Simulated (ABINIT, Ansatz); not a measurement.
Planning a run of ABINIT 10.8.3 on WS2 (Tungstenite). The input:

```
acell 3*1.0 Angstrom
rprim 
  3.153199999992 0.000000000002 0.000000000000
  -1.576599999998 2.730751303206 0.000000000000
  0.000000000000 0.000000000000 12.323000000000
ntypat 2
znucl 74 16
natom 6
typat 1 1 2 2 2 2
xred 
  0.333333333333 0.666666666667 0.250000000000
  0.666666666667 0.333333333333 0.750000000000
  0.333333333333 0.666666666667 0.622500000000
  0.666666666667 0.333333333333 0.122500000000
  0.333333333333 0.666666666667 0.877500000000
  0.666666666667 0.333333333333 0.377500000000
pp_dirpath "pseudos"
pseudos "W.upf, S.upf"
ecut 31
ngkpt 6 6 2
nshiftk 1
shiftk 0.11 0.21 0.31
kptopt 3
chksymbreak 0
istwfk *1
occopt 1
irdwfk 1
optdriver 99
bs_calctype 1
mbpt_sciss 0.308 eV
bs_loband 18
nband 36
bs_exchange_term 1
bs_coulomb_term 21
bs_coupling 0
bs_algorithm 2
bs_freq_mesh 0 8 0.05 eV
zcut 0.15 eV
ecuteps 3
ecutwfn 15.5
inclvkb 2
mdf_epsinf 9.78
irdden 1
bs_haydock_niter 300
bs_haydock_tol -0.02 0
indata_prefix "in"
outdata_prefix "out"
tmpdata_prefix "tmp"
```

```sh
OMP_NUM_THREADS=1 mpirun -n 4 abinit run.abi > log
```

Q: How long will it take on 4 MPI ranks of Intel Xeon 6975P-C (Granite Rapids), shared host, and how much memory?

It took 13 min; on shared hardware allow 6.5 min to 26 min. Peak host memory was 2.2 GiB.

The kernel grows as the square of the matrix size, and full diagonalisation as its cube.

[Paths, hosts, dates, memory and timing lines, banners, echoed tables and standing remarks are left out of the program output.]

[Logs are printed without paths, hosts, clocks, repeated set-up lines and the standing remarks that a program may print on its own settings, such as how far it seeks lower states.]

[Runs of the session that timed out or met a known fault of the program may be left out.]

[Hosts, paths, dates, database ids (printed as entryN), source tags and the programs' standing remarks are cut or masked in the printed files.]

[G0W0 gaps are taken among the corrected bands and points alone; a level outside them can change the order at an edge.]

[Where Ansatz stands beside ABINIT at settings called matched, ABINIT's density can come from a denser mesh and the files from another edition; pairs whose starting gaps differed by over 0.03 eV were left out, so agreement reads better than it is.]
